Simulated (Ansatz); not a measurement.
Rows from a G0W0 calculation on Bi2Te2Pb2S3 (P-3m1) (Ansatz 0.2.0; G0W0 on PBE, plane waves, PAW; PAW set soft_1; 6×6×1 mesh, 213 empty bands, screening to 150 eV, PAW set soft_1 files), in eV. Spin-orbit coupling is left out.

```
row  k  band  start       Σx  Σc at the solution      Vxc
  A  Γ    c1  8.740   -8.765              -2.908  -11.915
  B  Γ    v2  7.543  -15.620               1.487  -14.091
  C  Γ    c2  9.648  -10.039              -2.859  -13.201
  D  Γ    v1  8.356  -15.923               0.941  -15.056
  E  Γ    c3  9.838   -9.581              -2.843  -12.846
```

Question: Give the quasiparticle energies and the shift of each level.

The quasiparticle equation reads E = start + Σx + Σc(E) − Vxc.

```csv
row,E (eV),shift (eV)
A,8.982,+0.241
B,7.501,−0.042
C,9.950,+0.302
D,8.430,+0.074
E,10.259,+0.421
```

The gap over the computed points goes from 0.38 eV to 0.55 eV.

Limits: not at the basis limit; model gap, bands may invert with spin-orbit coupling; no spin-orbit coupling; coarse k mesh.

[Paths, hosts, dates, memory and timing lines, banners, echoed tables and standing remarks are left out of the program output.]

[Logs are printed without paths, hosts, clocks, repeated set-up lines and the standing remarks that a program may print on its own settings, such as how far it seeks lower states.]

[Runs of the session that timed out or met a known fault of the program may be left out.]

[Cells called generated may have been cut or substituted from an entry of the Crystallography Open Database or the Materials Project.]

[Hosts, paths, dates, database ids (printed as entryN), source tags and the programs' standing remarks are cut or masked in the printed files.]
